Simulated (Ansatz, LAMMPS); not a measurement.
# Amorphous 57SiO2-30PbO-13Na2O (mol %) (62 atoms): a single point

What does DFT give for amorphous 57SiO2-30PbO-13Na2O (mol %) (62 atoms) as built?

Method: Kohn-Sham DFT, PBEsol, PAW (set soft_2), plane waves, in Ansatz 0.2.0.

## Step 1: Starting point

The cell holds 62 atoms: 13 Si, 7 Pb, 6 Na and 36 O. Cell: a = 9.922 Å, b = 9.922 Å, c = 9.922 Å, α = 90.0°, β = 90.0°, γ = 90.0°. 62 atoms (13 Si, 7 Sr, 6 Na, 36 O) placed at random at 2.95 g/cm³, melted at 5000 K for 10 ps at fixed volume with the Morse and Coulomb pair potential with partial charges (Pedone, Malavasi, Menziani, Cormack and Segre, J. Phys. Chem. B 110, 11780 (2006)). Quenched from 5000 K to 300 K at 10 K/ps and fixed volume, held 5 ps, then minimised at fixed cell. Then Sr was replaced by Pb and the cell scaled by 1.008 (the potential has no terms for the new elements, so the cell is a start for a DFT relaxation).

Before any run, some limits are plain. The quench rate of 10 K/ps is many orders above laboratory rates, so the cell is likely richer in defects and strain than a real sample. The starting topology of bonds comes from the classical model, and needn't be the one that DFT or experiment would give. No spin–orbit coupling is included, so levels derived from the heavy atoms are approximate.

## Step 2: How the cell was made

A classical potential makes the cell, at a small fraction of what the same run would cost in DFT.

This step: classical MD, Morse and Coulomb pair potential with partial charges (Pedone, Malavasi, Menziani, Cormack and Segre, J. Phys. Chem. B 110, 11780 (2006)) (LAMMPS 22 Jul 2025 - Update 4).

File in.lmp:

```
# melt-quench of Si13Sr7Na6O36
units metal
atom_style charge
boundary p p p
region box block 0 9.8428 0 9.8428 0 9.8428
create_box 4 box
mass 1 28.0850   # Si
mass 2 87.6200   # Sr
mass 3 22.9898   # Na
mass 4 15.9990   # O
create_atoms 1 random 13 101555 NULL overlap 1.5 maxtry 2000
create_atoms 2 random 7 101562 NULL overlap 1.5 maxtry 2000
create_atoms 3 random 6 101569 NULL overlap 1.5 maxtry 2000
create_atoms 4 random 36 101576 NULL overlap 1.5 maxtry 2000
pair_style hybrid/overlay pedone 5.5 coul/long 8.0
pair_coeff * * coul/long
pair_coeff 1 4 pedone 0.340554 2.006700 2.100000 1   # Si-O
pair_coeff 2 4 pedone 0.019623 1.886000 3.328330 3   # Sr-O
pair_coeff 3 4 pedone 0.023363 1.763867 3.006315 5   # Na-O
pair_coeff 4 4 pedone 0.042395 1.379316 3.618701 22   # O-O
set type 1 charge 2.4
set type 2 charge 1.2
set type 3 charge 0.6
set type 4 charge -1.2
kspace_style pppm 1.0e-4
neigh_modify delay 0 every 1 check yes
thermo_style custom step time temp pe press density
thermo_modify norm yes
timestep 0.002
thermo 100
min_style cg
minimize 1e-4 1e-4 200 2000
reset_timestep 0
velocity all create 5000 101556 mom yes dist gaussian
# [... 14 lines left out ...]
thermo 1250
fix md all nvt temp 300 300 0.2
run 2500 post no
unfix md
thermo 100
min_style cg
minimize 0 1e-3 2000 20000
write_dump all custom glass.dump id type xs ys zs modify sort id
```

The run is started by

```console
$ lmp -in in.lmp -log none -nocite
```

Numbers of over 12 decimals in the logs are rounded to 6 here.

The program printed:

```text
LAMMPS (22 Jul 2025 - Update 4)
Created orthogonal box = (0 0 0) to (9.8428 9.8428 9.8428)
Created 13 atoms
Created 7 atoms
Created 6 atoms
Created 36 atoms
PPPM initialization ...
  G vector (1/distance) = 0.37484595
  grid = 10 10 10
  estimated relative force accuracy = 7.0719307e-05
   Step          Time           Temp          PotEng         Press         Density
         0   0              0             -3.2531713      483060.38      2.9470174
        76   0.152          0             -13.075264     -20989.411      2.9470174
Loop time of 0.0173069 s on 1 MPI rank(s) for 76 steps with 62 atoms
Minimization stats:
  Stopping criterion = energy tolerance
[... 36 lines left out ...]
    242500   485            258.06339     -13.188091     -7500.8583      2.9470174
    243500   487            299.71686     -13.186522     -9455.7365      2.9470174
Loop time of 0.296779 s on 1 MPI rank(s) for 2500 steps with 62 atoms
   Step          Time           Temp          PotEng         Press         Density
    243500   487            299.71686     -13.186522     -9455.7365      2.9470174
    243518   487.036        299.71686     -13.2238       -15086.141      2.9470174
Loop time of 0.0106526 s on 1 MPI rank(s) for 18 steps with 62 atoms
Minimization stats:
  Stopping criterion = linesearch alpha is zero
  Energy initial, next-to-last, final =
     -13.1865220540189  -13.2237996151834  -13.2237996151834
  Force two-norm initial, final = 9.1032747 0.46272962
  Iterations, force evaluations = 18 71
```

The job ended after 34 s (1 thread of AMD EPYC 9R45, shared host; peak memory 0.078 GiB).

## Step 3: Plane-wave single point

One self-consistent run at the given positions yields energy and forces.

File input.yaml:

```yaml
crystal:
  lattice:
    - [9.92154, 0.0, 0.0]
    - [0.0, 9.92154, 0.0]
    - [0.0, 0.0, 9.92154]
  atoms:
    - { symbol: Si, position: [0.898, 0.54449, 0.8177] }
    - { symbol: Si, position: [0.02315, 0.74818, 0.27976] }
    - { symbol: Si, position: [0.29832, 0.00774, 0.42126] }
    - { symbol: Si, position: [0.08361, 0.83942, 0.58] }
    - { symbol: Si, position: [0.60356, 0.8743, 0.90179] }
    - { symbol: Si, position: [0.44105, 0.24243, 0.563] }
    - { symbol: Si, position: [0.15822, 0.48053, 0.23963] }
    - { symbol: Si, position: [0.77299, 0.8897, 0.62167] }
    - { symbol: Si, position: [0.99302, 0.30522, 0.01422] }
    - { symbol: Si, position: [0.74826, 0.19543, 0.60718] }
    - { symbol: Si, position: [0.56437, 0.57462, 0.80262] }
    - { symbol: Si, position: [0.46167, 0.37707, 0.26445] }
    - { symbol: Si, position: [0.13881, 0.72245, 0.86627] }
    - { symbol: Pb, position: [0.84338, 0.5279, 0.46705] }
    - { symbol: Pb, position: [0.98716, 0.17129, 0.32377] }
    - { symbol: Pb, position: [0.50709, 0.68479, 0.43462] }
    - { symbol: Pb, position: [0.64826, 0.21929, 0.95819] }
    - { symbol: Pb, position: [0.72067, 0.59543, 0.08721] }
    - { symbol: Pb, position: [0.22715, 0.50774, 0.61779] }
    - { symbol: Pb, position: [0.29568, 0.05668, 0.07505] }
    - { symbol: Na, position: [0.35047, 0.66823, 0.07098] }
    - { symbol: Na, position: [0.04923, 0.26134, 0.70338] }
    - { symbol: Na, position: [0.29095, 0.04749, 0.77027] }
    - { symbol: Na, position: [0.31587, 0.37397, 0.9068] }
    - { symbol: Na, position: [0.9432, 0.9605, 0.0099] }
    - { symbol: Na, position: [0.75696, 0.91055, 0.25378] }
    - { symbol: O, position: [0.3177, 0.45145, 0.21894] }
    - { symbol: O, position: [0.72612, 0.7696, 0.52765] }
    - { symbol: O, position: [0.97504, 0.67875, 0.88016] }
    - { symbol: O, position: [0.22106, 0.5889, 0.89202] }
    - { symbol: O, position: [0.00668, 0.90079, 0.23898] }
    - { symbol: O, position: [0.44039, 0.33507, 0.42597] }
    - { symbol: O, position: [0.57161, 0.49789, 0.26565] }
    - { symbol: O, position: [0.06922, 0.38779, 0.13913] }
    - { symbol: O, position: [0.35742, 0.87419, 0.35709] }
    - { symbol: O, position: [0.11414, 0.44718, 0.38902] }
    - { symbol: O, position: [0.49243, 0.25457, 0.16867] }
    - { symbol: O, position: [0.69727, 0.89103, 0.76641] }
    - { symbol: O, position: [0.74496, 0.03647, 0.55219] }
    - { symbol: O, position: [0.13473, 0.6448, 0.21255] }
    - { symbol: O, position: [0.49725, 0.99443, 0.91004] }
    - { symbol: O, position: [0.234, 0.10919, 0.317] }
    - { symbol: O, position: [0.3247, 0.27826, 0.66643] }
    - { symbol: O, position: [0.17813, 0.8525, 0.94611] }
    - { symbol: O, position: [0.15805, 0.75867, 0.69982] }
    - { symbol: O, position: [0.69348, 0.86163, 0.03409] }
    - { symbol: O, position: [0.54176, 0.45832, 0.90991] }
    - { symbol: O, position: [0.10935, 0.23012, 0.93397] }
    - { symbol: O, position: [0.9102, 0.4282, 0.93417] }
    - { symbol: O, position: [0.819, 0.19776, 0.74978] }
    - { symbol: O, position: [0.41008, 0.08694, 0.51267] }
    - { symbol: O, position: [0.88397, 0.66994, 0.25893] }
    - { symbol: O, position: [0.17661, 0.96535, 0.53392] }
    - { symbol: O, position: [0.82489, 0.27762, 0.49393] }
    - { symbol: O, position: [0.05966, 0.74961, 0.44575] }
    - { symbol: O, position: [0.93786, 0.88258, 0.63551] }
    - { symbol: O, position: [0.88705, 0.2054, 0.08156] }
    - { symbol: O, position: [0.53564, 0.72146, 0.88247] }
    - { symbol: O, position: [0.73784, 0.57433, 0.79071] }
    - { symbol: O, position: [0.59185, 0.24573, 0.62546] }
    - { symbol: O, position: [0.97567, 0.50389, 0.68722] }
    - { symbol: O, position: [0.48761, 0.57013, 0.66503] }
kpoints:
  mp_grid: { grid: [2, 2, 2] }
hamiltonian:
  xc: pbesol
scf:
  occupations: { method: gaussian, width: 0.025 }
output:
  forces: true
  stress: true
  populations: true
  dos:
    method: { smearing: { sigma: 0.08 } }
    de: 0.1
    projected: { site_lists: { Na: [Na], O: [O], Pb: [Pb], Si: [Si] } }
  eigenvalues: true
  write_density: true
  write_potential: true
  volumetric_format: npy
```

The run is started by

```console
$ ansatz run input.yaml --threads 8 --pin off --max-ram 15872MiB --backend cpu --events-out ev --progress --plain --runs-dir out
```

The program printed:

```text
Engine: ansatz 0.2.0, x86_64-unknown-linux-gnu
Pseudopotentials: kind: paw
Pseudopotential: Si, paw, valence charge 4, recommended cutoff 420 eV (normal), Si.paw.azcp
Pseudopotential: Pb, paw, valence charge 14, recommended cutoff 420 eV (normal), Pb.paw.azcp
Pseudopotential: Na, paw, valence charge 9, recommended cutoff 420 eV (normal), Na.paw.azcp
Pseudopotential: O, paw, valence charge 6, recommended cutoff 420 eV (normal), O.paw.azcp
Functional definition: PBEsol
  exchange = pbesol_x
  correlation = pbesol_c
Crystal: 62 atoms, lattice volume = 976.646 Å³
Basis set: ecut = 420 eV, 19093 PW (Γ), exchange–correlation on 144×144×144 points (8 copies of the dense FFT grid, shifted against one another)
Bands: 272, of which v1, the nominal top of the filled ones, is band 210 counted from 1 (209 counted from 0)
Symmetry: 1 space group operations
Space group: P1 (ITA 1), of the structure as read, at distance tolerance 9.9e-5 Å
k-points: 8
Non-local potential: Si, projectors of the file, l = 0: 2, l = 1: 2, l = 2: 2
Non-local potential: Pb, projectors of the file, l = 0: 2, l = 1: 2, l = 2: 2, l = 3: 2
Non-local potential: Na, projectors of the file, l = 0: 3, l = 1: 2, l = 2: 1
Non-local potential: O, projectors of the file, l = 0: 2, l = 1: 2, l = 2: 1
PAW form: soft (Blöchl's): semilocal exchange-correlation on the pseudo side does not see the compensation charge
PAW frozen core: Si, regenerated for the run's functional, and the local potential with it (the file was generated under x = pbe(κ = 0.804, μ = 0.219515), c = pbe(β = 0.066725))
[...]
E_vpaw       = -3881.927010  (= ΣTr[D̂ρ^β])
  E_aug_tail   = 0.090671  (compensation charges beyond the density's cutoff)
  E_ewald      = -22887.896090
  E_core_change = 2.443632  (= ΣΔE_core)
  E_smearing   = -0.000000  (= −TS)
  E_closure    = -0.000000  (closes the sum)
  Σ components = -119454.244937   (vs F -119454.244937, Δ=0.00e0)
--- Forces (eV/Å), atoms counted from 1 ---
  atom   1  Si    -0.31465270     1.16049994     0.95515600
  atom   2  Si     0.70296038    -0.11494960     1.14347818
  atom   3  Si     0.05958095    -0.61799186     1.21097371
  atom   4  Si    -0.70225316    -0.12452838    -0.94329476
  atom   5  Si     0.64821679    -1.34530574    -1.11992686
  atom   6  Si     0.71978791    -0.63383833    -1.88090980
  atom   7  Si    -0.34105939     0.75750477     0.27366249
  atom   8  Si    -0.00237396     1.03968216     0.52497090
[...]
atom  13  Si    -1.39636933    -1.19710460    -1.12181227
  atom  14  Pb     0.68397189    -0.08788780     0.58375330
[...]
atom  61  O      1.18751352    -1.13272846    -2.71519609
  atom  62  O     -0.93319692     0.12147757    -2.18738573
  max |Σ_I F_I| component: 1.74e-4 eV/Å
--- Stress (GPa, compression-positive) ---
       -3.037708       0.633302      -0.516158
        0.633302      -1.934747      -0.080117
       -0.516157      -0.080118      -1.384553
  P = ⅓ Tr σ = -2.1190 GPa (-21.190 kbar)
--- Band table (eV; the first three rows and the last of 8) ---
  k-point 0: bands = ["-46.5732", "-46.3999", "-45.9563", "-45.9549", [... 256 levels ...], "13.2689", "13.3492", "13.3668", "13.4841", "13.5506", "13.5633", "13.6173", "13.6490", "13.7815", "13.8188", "13.8311", "13.9262"]
[...]
--- Löwdin populations: 62 sites ---
  site symbol       q [e]
     0     Si      2.3393
     1     Si      2.3572
     2     Si      2.3545
[...]
61      O      6.7972
  spilling = 0.008961 (of n_electrons = 420.000000)
[key lines of the parts left out:]
SCF converged after 10 iterations
Free energy (F): -119454.244937 eV
Fermi energy:    5.235561 eV
```

Wall time 14 s (8 threads of AMD EPYC 9R45, shared host); peak memory 8.6 GiB.

Read from the output:

- free energy: -119454.2449 eV
- free energy per atom: -1926.6814 eV/atom
- SCF cycles: 10
- pressure: -2.119 GPa
- r.m.s. force component: 0.8934 eV/Å
- longest force: 3.173 eV/Å
- Fermi energy: 5.236 eV
- gap (highest filled to lowest empty level): 2.263 eV
- spilling of the projection: 0.008961

Length of the force by element:

| element | coordination | atoms | mean length of the force (eV/Å) | spread | least | most |
| --- | --- | --- | --- | --- | --- | --- |
| Na | all | 6 | 0.487 | 0.198 | 0.318 | 0.770 |
| O | all | 36 | 1.54 | 0.768 | 0.201 | 3.17 |
| Pb | all | 7 | 0.797 | 0.316 | 0.444 | 1.24 |
| Si | all | 13 | 1.60 | 0.420 | 0.875 | 2.40 |

Löwdin charges by element (they lack the spilled electrons, 0.061 e an atom on average):

| element | coordination | atoms | mean charge (e) | spread | least | most |
| --- | --- | --- | --- | --- | --- | --- |
| Na | all | 6 | 0.786 | 0.0156 | 0.756 | 0.801 |
| O | all | 36 | -0.825 | 0.0424 | -0.921 | -0.770 |
| Pb | all | 7 | 1.04 | 0.0189 | 1.01 | 1.06 |
| Si | all | 13 | 1.65 | 0.0275 | 1.62 | 1.71 |

States in the cell by windows of 1 eV, zero at the Fermi level; the larger projections on atomic orbitals stand beside the total:

| from (eV) | to (eV) | total | O p | Pb p | Si p | Pb s |
| --- | --- | --- | --- | --- | --- | --- |
| -10 | -9 | 6.6 | 4.1 | 0.0 | 0.5 | 0.5 |
| -9 | -8 | 19.0 | 7.8 | 0.2 | 1.2 | 8.1 |
| -8 | -7 | 12.6 | 8.4 | 0.1 | 1.9 | 1.4 |
| -7 | -6 | 4.9 | 3.6 | 0.1 | 0.9 | 0.1 |
| -6 | -5 | 32.7 | 24.7 | 1.6 | 3.2 | 0.3 |
| -5 | -4 | 33.5 | 27.6 | 1.6 | 1.8 | 0.4 |
| -4 | -3 | 42.8 | 37.6 | 1.6 | 1.2 | 0.6 |
| -3 | -2 | 48.2 | 44.1 | 1.0 | 0.9 | 0.8 |
| -2 | -1 | 25.9 | 23.9 | 0.3 | 0.2 | 0.8 |
| -1 | 1 | 0.0 | 0.0 | 0.0 | 0.0 | 0.0 |
| 1 | 2 | 9.1 | 1.3 | 6.5 | 0.1 | 0.1 |
| 2 | 3 | 13.4 | 1.7 | 9.6 | 0.2 | 0.1 |
| 3 | 4 | 13.6 | 1.6 | 9.5 | 0.3 | 0.1 |
| 4 | 5 | 8.0 | 0.8 | 4.6 | 0.3 | 0.1 |

The curve was stored every 0.100 eV, coarse against its broadening of 0.08 eV, so these counts are rough.

Between -26 and -10 eV lie 182 more states.

The levels nearest the highest filled one (over half full), pooled over k-points and spins:

| level less the highest filled one (eV) | occupation |
| --- | --- |
| -0.0258 | 2 |
| -0.0144 | 2 |
| -0.0141 | 2 |
| -0.01 | 2 |
| -0.0082 | 2 |
| 0 | 2 |
| 2.26 | 0 |
| 2.27 | 0 |
| 2.28 | 0 |
| 2.29 | 0 |
| 2.29 | 0 |
| 2.31 | 0 |

Valence density in the bc plane at fractional x = 0.738, with atoms of Si and Pb and Na and O within 0.2 Å of it. It is the smooth field of the valence electrons, not physical close to the nuclei.

Values in e/Å³, 13 rows by 16 columns, each cell a mean:
```
 0  0  0  1  1  0  0  0  0  0  0  0  0  0  0  0
 0  0  0  0  0  0  0  0  0  1  0  0  0  0  0  0
 0  0  0  0  0  0  0  0  3  6  1  0  0  1  2  1
 0  0  0  1  0  0  0  0  1  2  0  0  0  1  2  1
 1  1  0  0  0  0  0  0  0  0  0  0  0  0  0  0
 5  3  1  0  0  0  0  0  0  0  0  1  4  2  0  1
 2  1  0  0  1  0  0  0  0  0  0  1  4  1  0  0
 0  0  0  0  0  0  0  0  0  0  0  0  0  0  0  0
 0  0  0  0  0  0  0  0  0  0  0  0  0  0  1  0
 0  0  0  0  0  0  0  0  0  0  0  0  0  1 10  4
 0  0  0  0  0  0  0  0  0  1  1  0  0  0  2  1
 0  0  0  0  0  0  0  0  2  6  3  0  0  1  1  0
 0  0  0  0  0  0  0  0  1  3  2  0  0  2  2  0
```
Columns run along b (9.9 Å), rows up along c (9.9 Å). Atoms in or near the plane, at fractional coordinates: Si at (0.20, 0.61), Pb at (0.60, 0.09), Na at (0.91, 0.25), O at (0.77, 0.53), O at (0.04, 0.55), O at (0.57, 0.79).

Electrostatic potential energy in the bc plane at fractional x = 0.738, with atoms of Si and Pb and Na and O within 0.2 Å of it. With pseudopotentials it is smooth inside the atoms' cores, unlike the true potential.

Ten even steps from '0' (-39 eV) to '9' (11 eV), each cell a mean:
```
9998743478999988778899998999
9998754578999999999999999999
9999877789999999999999999999
9999999999999985369999999899
9999999999999960018999984479
9999999999999971038999972159
9999888999999997789999984368
9998534689999999999999863247
8885000379999999999999730016
2134000279999999999986530025
0015311589999888899940045464
2148777899998877889830058887
9999999999998766789975589999
9999999999998877789999999999
9999999999999888899999999999
9999999999999999999999988788
8999999999999999999999985236
8899999999999999999999872004
8999999999999998888999873116
8999999999999875335889988678
9999999999999841001589999999
9999999999998720220389987899
9999888889999830110489942599
9998765688999873114799942599
```
Columns run along b (9.9 Å; values clipped at the 3rd and 97th percentile), rows up along c (9.9 Å). Atoms in or near the plane, at fractional coordinates: Si at (0.20, 0.61), Pb at (0.60, 0.09), Na at (0.91, 0.25), O at (0.77, 0.53), O at (0.04, 0.55), O at (0.57, 0.79).

Mean Löwdin charges: Na +0.79, O -0.82, Pb +1.04, Si +1.65 e (they miss 0.90 % of the electrons, so they add up to more than the cell's charge). The largest share in the top eV of filled states is O p (94 % of the projected weight), and in the lowest eV of empty states Pb p (73 % of the projected weight).

## Step 4: Local order

Bonds and neighbours are counted at the geometry of the runs.

Density 4.30 g/cm³, 15.75 Å³ an atom.

Pair distribution functions g(r), in bins of 0.2 Å:

| r (Å) | total | O-O | O-Si | O-Pb | O-Na | Si-Si | Si-Pb |
| --- | --- | --- | --- | --- | --- | --- | --- |
| 1.50 | 1.55 | 0.00 | 6.35 | 0.00 | 0.00 | 0.00 | 0.00 |
| 1.70 | 2.45 | 0.00 | 10.06 | 0.00 | 0.00 | 0.00 | 0.00 |
| 1.90 | 0.00 | 0.00 | 0.00 | 0.00 | 0.00 | 0.00 | 0.00 |
| 2.10 | 0.00 | 0.00 | 0.00 | 0.00 | 0.00 | 0.00 | 0.00 |
| 2.30 | 0.18 | 0.00 | 0.00 | 0.00 | 1.64 | 0.00 | 0.00 |
| 2.50 | 1.19 | 1.27 | 0.00 | 3.35 | 2.85 | 0.00 | 0.00 |
| 2.70 | 2.38 | 5.32 | 0.00 | 2.81 | 1.98 | 0.00 | 0.00 |
| 2.90 | 0.32 | 0.07 | 0.00 | 1.66 | 0.45 | 0.00 | 0.00 |
| 3.10 | 0.69 | 0.36 | 0.00 | 0.49 | 1.14 | 5.25 | 0.00 |
| 3.30 | 1.01 | 0.98 | 0.46 | 0.95 | 1.17 | 2.15 | 1.96 |
| 3.50 | 1.11 | 1.14 | 1.29 | 0.50 | 0.44 | 0.00 | 2.44 |
| 3.70 | 0.97 | 0.80 | 1.16 | 0.35 | 0.66 | 0.00 | 2.22 |
| 3.90 | 1.10 | 0.83 | 1.54 | 0.30 | 0.83 | 0.00 | 3.69 |
| 4.10 | 1.18 | 0.71 | 1.77 | 1.29 | 1.27 | 1.08 | 0.79 |
| 4.30 | 0.99 | 0.51 | 1.67 | 1.16 | 0.78 | 1.01 | 1.16 |
| 4.50 | 1.02 | 0.80 | 0.73 | 1.68 | 1.52 | 1.14 | 1.47 |
| 4.70 | 0.93 | 1.11 | 0.67 | 1.32 | 0.98 | 0.84 | 0.78 |
| 4.90 | 1.18 | 1.34 | 1.04 | 0.96 | 1.57 | 1.35 | 0.71 |

Local excerpt of 13 atoms (numbers count through the whole input) about O61, which bears the longest force; x, y, z are measured from there.

| atom | x | y | z | distance (Å) | Löwdin charge (e) | Fx | Fy | Fz (eV/Å) |
| --- | --- | --- | --- | --- | --- | --- | --- | --- |
| O61 | 0.00 | 0.00 | 0.00 | 0.00 | -0.82 | 1.19 | -1.13 | -2.72 |
| Si1 | -0.77 | 0.40 | 1.29 | 1.56 | 1.66 | -0.31 | 1.16 | 0.96 |
| Na22 | 0.73 | -2.41 | 0.16 | 2.52 | 0.78 | -0.73 | -0.12 | 0.20 |
| Pb14 | -1.31 | 0.24 | -2.18 | 2.56 | 1.06 | 0.68 | -0.09 | 0.58 |
| O29 | -0.01 | 1.73 | 1.91 | 2.58 | -0.80 | -0.47 | 0.61 | 0.33 |
| Pb19 | 2.50 | 0.04 | -0.69 | 2.59 | 1.02 | 0.15 | 0.42 | 0.00 |
| O49 | -0.65 | -0.75 | 2.45 | 2.64 | -0.77 | -0.28 | -0.73 | 0.65 |
| O59 | -2.36 | 0.70 | 1.03 | 2.67 | -0.77 | 0.02 | 0.19 | -0.07 |
| O45 | 1.81 | 2.53 | 0.13 | 3.11 | -0.78 | 0.52 | -0.28 | -0.10 |
| Si13 | 1.62 | 2.17 | 1.78 | 3.24 | 1.62 | -1.40 | -1.20 | -1.12 |
| O30 | 2.43 | 0.84 | 2.03 | 3.28 | -0.92 | 1.16 | -1.25 | -0.19 |
| O54 | -1.50 | -2.24 | -1.92 | 3.31 | -0.82 | 1.34 | 1.16 | -1.77 |
| O36 | 1.37 | -0.56 | -2.96 | 3.31 | -0.82 | -1.04 | -0.65 | 1.85 |

## Step 5: Results

```
free energy per atom                             : -1926.6814 eV/atom
pressure                                         : -2.119 GPa
r.m.s. force component                           : 0.8934 eV/Å
gap (highest filled to lowest empty level) : 2.263 eV
wall time of the 1 DFT run                       : 14 s
```

**Reading.** Between filled and empty levels lie 2.26 eV (on the run's k-points); a semilocal functional narrows such gaps, while the missing spin–orbit coupling widens them for these heavy elements, so the errors pull opposite ways. In a disordered cell it changes from sample to sample, and tail or defect levels can set it.

Caveats: The geometry was minimised with a classical potential after classical dynamics and isn't relaxed at this level: its force components are 0.89 eV/Å r.m.s. The pressure of -2.1 GPa belongs to a cell and atoms that aren't relaxed at this level.

[Logs are printed without paths, hosts, clocks, repeated set-up lines and the standing remarks that a program may print on its own settings, such as how far it seeks lower states.]

[Hosts, paths, dates, database ids (printed as entryN), source tags and the programs' standing remarks are cut or masked in the printed files.]
